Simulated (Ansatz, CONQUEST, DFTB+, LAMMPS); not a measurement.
# (K,Na)Cl at 900 K with crystalline order left by the classical run (76 atoms) in other programs, against a plane-wave reference

Wanted: errors and costs of other methods on (K,Na)Cl at 900 K with crystalline order left by the classical run (76 atoms). A plane-wave run serves as the reference.

Program: Ansatz 0.2.0. Level of theory: Kohn-Sham DFT, PBE, PAW, plane waves. Results are calculated unless marked as measured.

## (1) Set-up

The cell holds 76 atoms: 21 K, 17 Na and 38 Cl. Cell: a = 13.595 Å, b = 13.595 Å, c = 13.595 Å, α = 90.0°, β = 90.0°, γ = 90.0°. 76 atoms (21 K, 17 Na, 38 Cl) placed at random at 1.69 g/cm³, melted at 1800 K for 10 ps at fixed volume with the Lennard-Jones and Coulomb ion parameters for SPC/E (Joung and Cheatham, J. Phys. Chem. B 112, 9020 (2008)), full charges. Snapshot at the end of a hold of 20 ps at 900 K and fixed volume.

## (2) Plane-wave reference

The PAW files are the set soft_2.

Input file input.yaml:

```yaml
crystal:
  lattice:
    - [13.5954, 0.0, 0.0]
    - [0.0, 13.5954, 0.0]
    - [0.0, 0.0, 13.5954]
  atoms:
    - { symbol: K, position: [0.47366, 0.37303, 0.49291] }
    - { symbol: K, position: [0.49786, 0.01576, 0.90322] }
    - { symbol: K, position: [0.77626, 0.00015, 0.70802] }
    - { symbol: K, position: [0.31353, 0.47359, 0.20555] }
    [... 66 atom lines left out ...]
    - { symbol: Cl, position: [0.33721, 0.89823, 0.58169] }
    - { symbol: Cl, position: [0.02984, 0.93609, 0.79564] }
    - { symbol: Cl, position: [0.76637, 0.97174, 0.92611] }
    - { symbol: Cl, position: [0.40445, 0.52204, 0.00608] }
    - { symbol: Cl, position: [0.2758, 0.09699, 0.84722] }
    - { symbol: Cl, position: [0.68237, 0.32258, 0.58777] }
kpoints:
  mp_grid: { grid: [1, 1, 1] }
hamiltonian:
  xc: pbe
scf:
  occupations: { method: fermi_dirac, width: 0.05 }
output:
  forces: true
  eigenvalues: true
  populations: true
  stress: true
```

Command:

```console
$ ansatz run input.yaml --threads 4 --pin off --max-ram 8192MiB --backend cpu --events-out ev --progress --plain --runs-dir out
```

The log of the run:

```text
[...]
Pseudopotentials: kind: paw
Pseudopotential: K, paw, valence charge 9, recommended cutoff 420 eV (normal), K.paw.azcp
Pseudopotential: Na, paw, valence charge 9, recommended cutoff 420 eV (normal), Na.paw.azcp
Pseudopotential: Cl, paw, valence charge 7, recommended cutoff 420 eV (normal), Cl.paw.azcp
[... 5 lines on functional and potentials left out ...]
Crystal: 76 atoms, lattice volume = 2512.904 Å³
Basis set: ecut = 420 eV, 49173 PW (Γ), exchange–correlation on 192×192×192 points (8 copies of the dense FFT grid, shifted against one another)
Bands: 380, of which v1, the nominal top of the filled ones, is band 304 counted from 1 (303 counted from 0)
Symmetry: 1 space group operations
Space group: P1 (ITA 1), of the structure as read, at distance tolerance 1.4e-4 Å
k-points: 1
[... 7 lines on functional and potentials left out ...]
Initial density: superposition of atomic densities (neutral atoms: chi_scale 0, normalization atom), corrected by the library's trained network
Initial wavefunctions: pseudopotential atomic-orbital guess
[...]
SCF iter   1: F=—  HF=-98718.584781 eV  |F-HF|=—  |Δ(HF+E_count)|=         —  Δρ=5.40e-4  dr2=3.35e-2  ethr=1.77e-3  ⟨swp⟩=7.0  Hψ=1733  notcnv=0  defer=40
preconditioner: auto → Resta (q_TF=auto, 2.154 Å⁻¹)  ε∞=2.4  [insulator: Δε(μ)=3.627 eV  Ē_g=12.887 eV  σ=0.050 eV  W_gap=1.00  n_scr=436 (ndim 8)  ℏωp=15.4 eV  f_vac=0.162  D(μ)=0.00/eV (n_scr^D=0)  ε∞_Penn≈2.4]
[...]
SCF iter   6: F=—  HF=-98718.571770 eV  |F-HF|=—  |Δ(HF+E_count)|=   1.12e-6  Δρ=2.16e-6  dr2=1.31e-7  ethr=5.11e-10  ⟨swp⟩=2.0  Hψ=609  notcnv=0  defer=62
SCF iter   7: F=-98718.571770 eV  HF=-98718.571770 eV  |F-HF|=6.53e-9  |Δ(HF+E_count)|=   2.47e-7  Δρ=6.57e-7  dr2=1.31e-8  ethr=1.64e-11  ⟨swp⟩=15.0  Hψ=2156  notcnv=0
SCF 1 converged in 7 iterations: F = -98718.571770 eV  dr2 = 1.31e-8
[...]
SCF converged after 7 iterations
Free energy (F): -98718.571770 eV
Harris-Foulkes:  -98718.571770 eV  (|F-HF|=6.53e-9)
Internal energy: -98718.571770 eV  (E = F + TS)
E sigma→0 (E₀):  -98718.571770 eV
Fermi energy:    2.293416 eV
--- Per-component energies (eV) ---
[...]
Σ components = -98718.571770   (vs F -98718.571770, Δ=0.00e0)
--- Forces (eV/Å), atoms counted from 1 ---
  atom   1  K     -0.05228575     0.18788978    -0.07807654
  atom   2  K     -0.04849723    -0.08015941     0.02786975
  atom   3  K      0.33423865    -0.01436656     0.25618302
  atom   4  K      0.02554842    -0.08195759     0.31963351
[...]
atom  76  Cl     0.14440305     0.02886358    -0.21873153
  max |Σ_I F_I| component: 6.58e-5 eV/Å
--- Stress (GPa, compression-positive) ---
       -1.156657       0.450598       0.414351
        0.450598      -1.061279      -0.548060
        0.414351      -0.548060      -1.139972
  P = ⅓ Tr σ = -1.1193 GPa (-11.193 kbar)
--- Band table (eV) ---
  k-point 0: bands = ["-50.3782", "-50.3513", "-50.2416", "-50.0917", [... 364 levels ...], "7.9981", "8.0403", "8.0577", "8.0630", "8.1071", "8.1548", "8.1942", "8.2060", "8.2531", "8.2833", "8.3177", "8.3655"]
--- Löwdin populations: 76 sites ---
  site symbol       q [e]
     0      K      8.2295
     1      K      8.2239
     2      K      8.2288
[...]
75     Cl      7.7043
  spilling = 0.003103 (of n_electrons = 608.000000)
```

Elapsed: 25 s, on 4 threads of Intel Xeon 6975P-C (Granite Rapids), shared host; peak memory 2.9 GiB.

In the SCF lines HF is the Harris–Foulkes energy and dr2 the Hartree energy of the density residual, in eV; the loop may stop once dr2 is under the threshold and the program's other checks hold. Hψ counts applications of the Hamiltonian.

Numbers from this run:

- free energy: -98718.5718 eV
- free energy per atom: -1298.9286 eV/atom
- SCF cycles: 7
- pressure: -1.119 GPa
- r.m.s. force component: 0.2348 eV/Å
- longest force: 0.9297 eV/Å
- Fermi energy: 2.293 eV
- gap (highest filled to lowest empty level): 3.647 eV
- spilling of the projection: 0.003103

Length of the force by element:

```
element  coordination  atoms  mean length of the force (eV/Å)  spread   least   most
     Cl           all     38                            0.366   0.155  0.0701  0.634
      K           all     21                            0.425   0.198  0.0977  0.930
     Na           all     17                            0.309   0.139   0.140  0.641
```

Löwdin charges by element (they lack the spilled electrons, 0.025 e an atom on average):

```
element  coordination  atoms  mean charge (e)  spread   least    most
     Cl           all     38           -0.708  0.0098  -0.729  -0.683
      K           all     21            0.779  0.0062   0.770   0.795
     Na           all     17            0.732  0.0116   0.712   0.758
```

The levels nearest the highest filled one (over half full), pooled over k-points and spins:

```
level less the highest filled one (eV)  occupation
                                -0.309           2
                                -0.270           2
                                -0.235           2
                                -0.222           2
                                -0.206           2
                                     0           2
                                  3.65           0
                                  4.68           0
                                  4.78           0
                                  4.83           0
                                  4.94           0
                                  5.00           0
```

The run ends at a pressure of -1.12 GPa, with forces up to 0.93 eV/Å.

## (3) Local order

Density 1.69 g/cm³, 33.06 Å³ an atom.

g(r), total and by pair (bins of 0.2 Å):

```
r (Å)  total  Cl-Cl  Cl-K  Cl-Na   K-K  K-Na  Na-Na
 2.50   0.05   0.00  0.00   0.23  0.00  0.00   0.00
 2.70   0.60   0.00  0.00   2.70  0.00  0.00   0.00
 2.90   1.79   0.00  2.46   4.96  0.00  0.00   0.00
 3.10   2.08   0.00  4.01   4.36  0.00  0.00   0.00
 3.30   1.36   0.00  3.67   1.55  0.00  0.00   0.00
 3.50   1.03   0.00  2.49   1.15  0.36  0.46   0.00
 3.70   0.71   0.30  1.28   0.79  0.00  0.41   0.98
 3.90   0.65   1.18  0.17   0.41  0.87  0.90   0.89
 4.10   1.20   2.55  0.31   0.00  1.64  1.67   2.84
 4.30   1.25   2.45  0.14   0.17  2.90  1.36   3.34
 4.50   1.56   3.08  0.12   0.31  1.98  3.04   3.08
 4.70   1.65   2.19  0.29   0.14  4.75  4.04   2.50
 4.90   0.88   1.61  0.21   0.45  1.33  1.16   1.45
 5.10   1.21   1.50  0.96   1.13  1.23  1.61   0.53
 5.30   0.62   0.30  1.25   0.61  0.00  0.41   0.24
 5.50   0.65   0.09  1.20   1.12  0.15  0.28   0.00
 5.70   0.75   0.47  1.28   1.05  0.14  0.09   0.41
 5.90   0.59   0.28  0.65   0.98  0.26  0.48   0.79
 6.10   0.61   0.59  0.61   0.87  0.36  0.61   0.00
 6.30   0.71   0.84  0.34   0.85  1.02  0.92   0.52
 6.50   0.83   0.63  0.98   0.87  0.75  0.80   0.98
 6.70   0.92   0.53  1.06   1.48  0.50  0.68   0.77
```

Bonds by pair of elements; cutoffs follow the first minimum of g(r), held within bounds set by covalent radii, and pairs that aren't listed don't count as bonded:

```
pair A-B  cutoff (Å)  bonds  mean length (Å)  spread (Å)  shortest (Å)  B about A  A about B
    Cl-K        3.93    120             3.29       0.244          2.84       3.16       5.71
   Cl-Na        3.56     87             3.04       0.228          2.59       2.29       5.12
```

The cutoff for Cl-Na falls short of the minimum of g(r), so counts run low and odd coordinations can be artefacts.

How many atoms have how many bonded neighbours:

```
element  mean  3  4   5   6
     Cl  5.45  1  4  10  23
      K  5.71  0  0   6  15
     Na  5.12  0  4   7   6
```

## (4) The ladder

The programs:
- CONQUEST 1.3: pseudo-atomic orbitals (double zeta with polarisation, or contracted to multi-site or on-site support functions) with norm-conserving potentials on an integration grid.
- DFTB+ 25.1: tight binding, with Slater–Koster sets (DFTB) or xTB through its tblite library.

All use the same cell and atoms; the electronic-structure runs use the same k-mesh, and an electronic temperature of 580 K (0.05 eV) where levels are smeared.

Differences are against the plane-wave reference, forces as r.m.s. over components; share is that over the reference's r.m.s. force, slope the least-squares factor from reference forces to these. Total energies of different programs have different zeros and aren't compared.

```
                              run  Δ force, r.m.s. (meV/Å)  share (%)  slope  Δ pressure (GPa)  Δ gap (eV)  cores  CPU time  memory (GiB)
                        reference                        -          -      -                 -           -      4      84 s           2.9
CONQUEST PBE, grid 40 Ha (coarse)                     1604        683  1.076              1.06      -0.115      1   3.9 min           4.7
               DFTB+ DFTB 3ob-3-1                      282        120  1.533             0.833       0.342      1     1.7 s          0.16
                  DFTB+ IPEA1-xTB                     1706        727  4.270             -11.6        1.55      1      10 s          0.37
```

Rows marked coarse were listed beforehand as settings not expected to be converged; some can still land near the reference.

CPU time is summed over cores on a shared host, where runs went side by side, so it is rough. Symmetry, cutoffs, thresholds, outputs and thread counts weren't matched or tuned between programs; memory under MPI is the largest rank's times the ranks.

Mean charges by element (e), by run and scheme:

```
               run    scheme      K     Na     Cl
         reference    Löwdin  +0.78  +0.73  -0.71
DFTB+ DFTB 3ob-3-1  Mulliken  +0.47  +0.46  -0.46
   DFTB+ IPEA1-xTB  Mulliken  +0.64  +0.89  -0.75
```

The reference's Löwdin charges lack the electrons that the projection spills, 0.025 e an atom on average.

## (5) Results

```
reference r.m.s. force component                       : 0.235 eV/Å
nearest in forces                                      : DFTB+ DFTB 3ob-3-1, 120 %
farthest in forces                                     : DFTB+ IPEA1-xTB, 727 %
cheapest electronic-structure run beside the reference : DFTB+ DFTB 3ob-3-1, 1.7 s of CPU time
```

What this shows: Tight binding differs by 120 % (DFTB+ DFTB 3ob-3-1) to 727 % (DFTB+ IPEA1-xTB); it is another model, with fitted parameters of its own, and the xTB methods hold dispersion. IPEA1-xTB was fitted to ionisation energies and electron affinities, not to forces or charges. Runs with settings chosen to be coarse differ by 683 % (CONQUEST PBE, grid 40 Ha), their programs' other errors included. Of the electronic-structure runs that take under half the reference's CPU time, DFTB+ DFTB 3ob-3-1 comes nearest, at 120 % in 1.7 s against 84 s, too far off to be of use. At the same functional, the gap of CONQUEST PBE, grid 40 Ha lies 0.12 eV below the reference's 3.65 eV. Charges hang on model, scheme and program or settings: among these rows the mean for Na runs from +0.46 to +0.89 e. In the reference: filled and empty levels are parted by 3.65 eV (at Γ alone); a semilocal functional tends to put such gaps too low. In a disordered cell it changes from sample to sample, and tail or defect levels can set it. In the reference: mean Löwdin charges: Cl -0.71, K +0.78, Na +0.73 e (they miss 0.31 % of the electrons, so they add up to more than the cell's charge). Periodic xTB results under one method name differ between programs and library versions (DFTB+ here holds tblite 0.3). The network of bonds at the start is that of the classical potential that made the cell, and needn't be the one that DFT or experiment would give. The ion parameters were fitted for water, not for melts, so the starting structure of this cell may lie well off the real melt's. The electronic-structure runs sample only Γ, in a cell whose shortest periodic width is 14 Å.

[Also dropped from logs without a mark: logging warnings of Python, and SIESTA's first energy breakdown and zero terms.]

[Logs are printed without paths, hosts, clocks, repeated set-up lines and the standing remarks that a program may print on its own settings, such as how far it seeks lower states.]

[Hosts, paths, dates, database ids (printed as entryN), source tags and the programs' standing remarks are cut or masked in the printed files.]
